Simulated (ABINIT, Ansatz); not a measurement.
# How the form of the self-energy moves the gap of Al3GaN4 (P-43m)

How much does the gap of Al3GaN4 (P-43m) depend on the approximation to the self-energy?

Program: ABINIT 10.8.3. Level of theory: PBEsol and many-body steps on it, plane waves. Results are calculated unless marked as measured.

Most raw output is cut from this account.

**1. The starting structure**

Symmetry: P-43m, No. 215, cubic system. The conventional cell has a = 4.401 Å, b = 4.401 Å, c = 4.401 Å, α = 90.00°, β = 90.00°, γ = 90.00°. Nearest to Al lie 4 N at 1.89 Å. Nearest to Ga lie 4 N at 1.95 Å. Nearest to N lie 3 Al at 1.89 Å and 1 Ga at 1.95 Å. Farther neighbours and most contacts between anions are not listed.

The cell and positions are those that the Materials Project relaxed with its own functionals (PBE, PBE+U or r2SCAN), kept fixed.

**2. Empty states on the mesh, 2×2×2 mesh, 179 bands**

This step: ABINIT 10.8.3; DFT, PBEsol, plane waves, norm-conserving pseudopotentials.

The sums over transitions need many empty states on a uniform mesh; this step solves for them.

run.abi

```
acell 3*1.0 Angstrom
rprim 
  4.401438530000 0.000000000000 0.000000000000
  0.000000000000 4.401438530000 0.000000000000
  0.000000000000 0.000000000000 4.401438530000
ntypat 3
znucl 13 31 7
natom 8
typat 1 1 1 2 3 3 3 3
xred 
  0.500000000000 0.500000000000 0.000000000000
  0.500000000000 0.000000000000 0.500000000000
  0.000000000000 0.500000000000 0.500000000000
  0.000000000000 0.000000000000 0.000000000000
  0.744163430000 0.744163430000 0.255836570000
  0.744163430000 0.255836570000 0.744163430000
  0.255836570000 0.744163430000 0.744163430000
  0.255836570000 0.255836570000 0.255836570000
pp_dirpath "pseudos"
pseudos "Al.upf, Ga.upf, N.upf"
ecut 45
ngkpt 2 2 2
nshiftk 1
shiftk 0 0 0
kptopt 1
chksymbreak 0
iscf -2
irdden 1
istwfk *1
nband 179
nbdbuf 16
tolwfr 1e-09
nstep 60
prtvol 0
indata_prefix "in"
outdata_prefix "out"
tmpdata_prefix "tmp"
```

Run with:

```bash
OMP_NUM_THREADS=1 mpirun -n 4 abinit run.abi > log
```

The job ended after 54 s (4 MPI ranks of Arm Neoverse V2, shared host; peak memory 0.46 GiB; 3.6 min of CPU time).

This step gave:

| Item | Value |
| --- | --- |
| gap | 3.332 eV |
| k of the valence top | 0, 0, 0 |
| k of the conduction bottom | 0, 0, 0 |
| least direct gap | 3.332 eV |
| k points computed | 4 |
| lowest point of the top converged band, above the valence top | 69.2375 eV |

On this mesh the gap is 3.332 eV.

The density comes from a self-consistent run that is not shown.

**3. Screening, 2×2×2 mesh, 81 bands, screening to 114.3 eV**

The RPA dielectric matrix is built and inverted for each q.

This step: RPA screening on PBEsol, plane waves, norm-conserving pseudopotentials.

Edit run.abi of step 2 so:

```diff
@@ -26,10 +26,11 @@
 chksymbreak 0
-iscf -2
-irdden 1
 istwfk *1
-nband 179
-nbdbuf 16
-tolwfr 1e-09
-nstep 60
-prtvol 0
+occopt 1
+irdwfk 1
+optdriver 3
+nband 81
+ecuteps 4.2
+inclvkb 2
+awtr 1
+symchi 1
 indata_prefix "in"
```

It took 16 s on 4 MPI ranks; peak memory 1.1 GiB.

This step gave:

* ε∞ with local fields, on this mesh, along the program's q direction: 5.731
* the same without local fields: 6.210
* plasma frequency: 28.43 eV
* plane waves in the screening matrix: 251

Local fields lower ε∞ by 8 %. On a Γ-centred mesh this coarse the value itself is usually too large, while a short band sum pulls it down.

**4. G0W0, Godby-Needs plasmon pole**

The self-energy is evaluated for the states that the input lists, and the levels follow from it, in one-shot runs by the linearised quasiparticle equation.

This step: G0W0 on PBEsol, plane waves, norm-conserving pseudopotentials.

Edit run.abi of step 3 so:

```diff
@@ -29,8 +29,15 @@
 irdwfk 1
-optdriver 3
+optdriver 4
 nband 81
+gwcalctyp 0
+ecutsigx 45
+symsigma 1
+nkptgw 1
+kptgw 
+  0.0000000000 0.0000000000 0.0000000000
+bdgw 
+  23 28
 ecuteps 4.2
-inclvkb 2
-awtr 1
-symchi 1
+irdscr 1
+ppmodel 1
 indata_prefix "in"
```

Run time: 4.8 s. Hardware: 4 MPI ranks; peak memory 0.9 GiB.

Numbers from this step:

* G0W0 gap on the points computed: 4.273 eV
* starting gap on the mesh: 3.332 eV
* k of the valence top: 0, 0, 0
* k of the conduction bottom: 0, 0, 0
* Z at the valence top: 0.794
* Z at the conduction bottom: 0.836
* least direct G0W0 gap on the computed points: 4.273 eV

The gap on the mesh goes from 3.33 eV to 4.27 eV, a correction of +0.94 eV.

**5. G0W0, von der Linden-Horsch plasmon pole**

Edit run.abi of step 4 so:

```diff
@@ -41,3 +41,3 @@
 irdscr 1
-ppmodel 1
+ppmodel 3
 indata_prefix "in"
```

It took 4.2 s on 4 MPI ranks; peak memory 0.77 GiB; 16 s of CPU time.

This step gave:

| Property | Result |
| --- | --- |
| G0W0 gap on the points computed | 4.181 eV |
| starting gap on the mesh | 3.332 eV |
| k of the valence top | 0, 0, 0 |
| k of the conduction bottom | 0, 0, 0 |
| Z at the valence top | 0.85 |
| Z at the conduction bottom | 0.885 |
| least direct G0W0 gap on the computed points | 4.181 eV |

Against G0W0 in ABINIT (2×2×2 mesh, 81 bands, screening to 114.3 eV, Godby-Needs plasmon pole), the gap moves by −0.092 eV.

**6. G0W0, Engel-Farid plasmon pole**

Edit run.abi of step 5 so:

```diff
@@ -41,3 +41,3 @@
 irdscr 1
-ppmodel 3
+ppmodel 4
 indata_prefix "in"
```

The job ended after 4.2 s (4 MPI ranks; peak memory 0.77 GiB).

This step gave:

| Item | Value |
| --- | --- |
| G0W0 gap on the points computed | 4.241 eV |
| starting gap on the mesh | 3.332 eV |
| k of the valence top | 0, 0, 0 |
| k of the conduction bottom | 0, 0, 0 |
| least direct G0W0 gap on the computed points | 4.241 eV |

Against G0W0 in ABINIT (2×2×2 mesh, 81 bands, screening to 114.3 eV, Godby-Needs plasmon pole), the gap moves by −0.032 eV.

**7. One-shot Hartree-Fock**

This step: one-shot Hartree-Fock on PBEsol, plane waves, norm-conserving pseudopotentials.

Edit run.abi of step 6 so:

```diff
@@ -30,4 +30,4 @@
 optdriver 4
-nband 81
-gwcalctyp 0
+nband 29
+gwcalctyp 5
 ecutsigx 45
@@ -39,5 +39,4 @@
   23 28
-ecuteps 4.2
-irdscr 1
-ppmodel 4
+ixc_sigma 40
+fftgw 31
 indata_prefix "in"
```

Run time: 3.3 s. Hardware: 4 MPI ranks; peak memory 0.81 GiB; 13 s of CPU time.

Numbers from this step:

```yaml
quasiparticle_gap_on_the_points_computed: 11.59 eV
starting_gap_on_the_mesh: 3.332 eV
k_of_the_valence_top: 0, 0, 0
k_of_the_conduction_bottom: 0, 0, 0
least_direct_quasiparticle_gap_on_the_computed_points: 11.59 eV
```

Against G0W0 in ABINIT (2×2×2 mesh, 81 bands, screening to 114.3 eV, Godby-Needs plasmon pole), the gap moves by +7.314 eV.

**8. Screening, 2×2×2 mesh, 81 bands, screening to 114.3 eV**

This step: RPA screening on PBEsol, plane waves, norm-conserving pseudopotentials.

Edit run.abi of step 7 so:

```diff
@@ -29,14 +29,14 @@
 irdwfk 1
-optdriver 4
-nband 29
-gwcalctyp 5
-ecutsigx 45
-symsigma 1
-nkptgw 1
-kptgw 
-  0.0000000000 0.0000000000 0.0000000000
-bdgw 
-  23 28
-ixc_sigma 40
-fftgw 31
+optdriver 3
+nband 81
+ecuteps 4.2
+inclvkb 2
+awtr 1
+symchi 1
+gwcalctyp 2
+nfreqre 16
+freqremax 40 eV
+nfreqim 8
+spmeth 1
+nomegasf 120
 indata_prefix "in"
```

Run time: 19 s. Hardware: 4 MPI ranks; peak memory 1.6 GiB; 74 s of CPU time.

This step gave:

```yaml
eps_infinity_with_local_fields_on_this_mesh_along_the_program_s_q_direction: 5.822
the_same_without_local_fields: 6.314
plasma_frequency: 28.43 eV
plane_waves_in_the_screening_matrix: 251
```

**9. G0W0, contour deformation**

This step: G0W0 on PBEsol, plane waves, norm-conserving pseudopotentials.

Edit run.abi of step 8 so:

```diff
@@ -29,14 +29,14 @@
 irdwfk 1
-optdriver 3
+optdriver 4
 nband 81
+gwcalctyp 2
+ecutsigx 45
+symsigma 1
+nkptgw 1
+kptgw 
+  0.0000000000 0.0000000000 0.0000000000
+bdgw 
+  23 28
 ecuteps 4.2
-inclvkb 2
-awtr 1
-symchi 1
-gwcalctyp 2
-nfreqre 16
-freqremax 40 eV
-nfreqim 8
-spmeth 1
-nomegasf 120
+irdscr 1
 indata_prefix "in"
```

Run time: 4.3 s. Hardware: 4 MPI ranks; peak memory 0.93 GiB.

This step gave:

| Property | Result |
| --- | --- |
| G0W0 gap on the points computed | 4.279 eV |
| starting gap on the mesh | 3.332 eV |
| k of the valence top | 0, 0, 0 |
| k of the conduction bottom | 0, 0, 0 |
| least direct G0W0 gap on the computed points | 4.279 eV |

Against G0W0 in ABINIT (2×2×2 mesh, 81 bands, screening to 114.3 eV, Godby-Needs plasmon pole), the gap moves by +0.006 eV.

**10. The runs together**

Times are wall times on 4 MPI ranks of Arm Neoverse V2, shared host, good to a factor of about two. A run's time includes the screening step that it read.

```csv
run,mesh,bands,screening cutoff (eV),DFT gap (eV),gap on the mesh (eV),direct (eV),ε∞ used,time
"G0W0, Godby-Needs plasmon pole",2×2×2,81,114.3,3.332,4.273,4.273,5.73,21 s
"G0W0, von der Linden-Horsch plasmon pole",2×2×2,81,114.3,3.332,4.181,4.181,5.73,20 s
"G0W0, Engel-Farid plasmon pole",2×2×2,81,114.3,3.332,4.241,4.241,5.73,20 s
one-shot Hartree-Fock,2×2×2,-,-,3.332,11.587,11.587,-,3.3 s
"G0W0, contour deformation",2×2×2,81,114.3,3.332,4.279,4.279,5.82,23 s
```

**11. Results**

```json
{
 "G0W0, Godby-Needs plasmon pole": "4.273 eV",
 "G0W0, von der Linden-Horsch plasmon pole": "4.181 eV",
 "G0W0, Engel-Farid plasmon pole": "4.241 eV",
 "one-shot Hartree-Fock": "11.587 eV",
 "G0W0, contour deformation": "4.279 eV",
 "known limits": "not at the basis limit; no spin-orbit coupling; coarse k mesh"
}
```

What this shows: G0W0, von der Linden-Horsch plasmon pole: −0.092 eV against G0W0, Godby-Needs plasmon pole. G0W0, Engel-Farid plasmon pole: −0.032 eV against G0W0, Godby-Needs plasmon pole. One-shot Hartree-Fock: +7.314 eV against G0W0, Godby-Needs plasmon pole. G0W0, contour deformation: +0.006 eV against G0W0, Godby-Needs plasmon pole. Bare exchange alone opens the gap to 11.59 eV; against G0W0, correlation takes back 7.31 eV. Bands and cutoff are finite, so the gap is not at the basis limit. The miss can reach some tenths of an eV and take either sign; the mesh is an error of its own. In the G0W0 runs levels were corrected at 1 k point alone, so a gap called «on the mesh» is the least over those, and an edge elsewhere would be missed. The 2×2×2 mesh is coarse for this cell, which bears on the long-range parts of exchange and screening. The many-body steps are scalar-relativistic: spin-orbit coupling is not in them.

[Paths, hosts, dates, memory and timing lines, banners, echoed tables and standing remarks are left out of the program output.]

[Logs are printed without paths, hosts, clocks, repeated set-up lines and the standing remarks that a program may print on its own settings, such as how far it seeks lower states.]

[Runs of the session that timed out or met a known fault of the program may be left out.]

[Hosts, paths, dates, database ids (printed as entryN), source tags and the programs' standing remarks are cut or masked in the printed files.]

[G0W0 gaps are taken among the corrected bands and points alone; a level outside them can change the order at an edge.]

[Where Ansatz stands beside ABINIT at settings called matched, ABINIT's density can come from a denser mesh and the files from another edition; pairs whose starting gaps differed by over 0.03 eV were left out, so agreement reads better than it is.]
